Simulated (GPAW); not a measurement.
# The Cu K excitation threshold of CuSe2 (Pnnm) under uniform strain

For each volume the threshold was computed as E(hole, excited electron kept) − E(ground) (GPAW, LDA, 12-atom cell, total energies on 3×3×3 k points, hole spin-paired). The values are raw, 30 eV above the value with the free atom's term for the hole's spin taken off; only their change is used. The threshold is the spectrum's zero, where absorption may be weak, not the visible edge.

| volume | ln(V/V₀) | threshold (eV) |
| --- | --- | --- |
| V × 0.94 | -0.06188 | 8991.202 |
| V × 1 | +0.00000 | ? |
| V × 1.03 | +0.02956 | 8990.932 |
| V × 1.09 | +0.08618 | 8990.785 |

Fit a straight line in ln(V/V₀), give its slope, and predict the threshold at V × 1.

The means of the given rows are x̄ = +0.01795 and Ē = 8990.973 eV. Σ(x − x̄)(E − Ē) = -0.03158 and Σ(x − x̄)² = 0.01116, so the slope is -2.83 eV, and the line passes the given rows within 0.008 eV. At x = +0.00000 it gives 8990.973 + (-2.83) × (-0.01795) = 8991.024 eV. The run gives 8991.015 eV, a miss of +0.009 eV over a total move of -0.417 eV. The slope is the clamped-ion volume deformation potential of the Fermi level against the Cu 1s level, with the hole's relaxation included: the threshold falls by 0.028 eV for 1 % of expansion. The excited electron's band filling changes with volume too and isn't taken out.

[Hosts, paths, dates, database ids (printed as entryN), source tags and the programs' standing remarks are cut or masked in the printed files.]

[Lists of maxima count a maximum above −3 eV only where it reaches 4 % of the highest in the window and stands out from its surroundings by 2 % of it (1.5 % where it reaches 55 %); shoulders and weaker maxima are passed over, and of the rest the first, up to two pre-edge ones and the few strongest are named.]
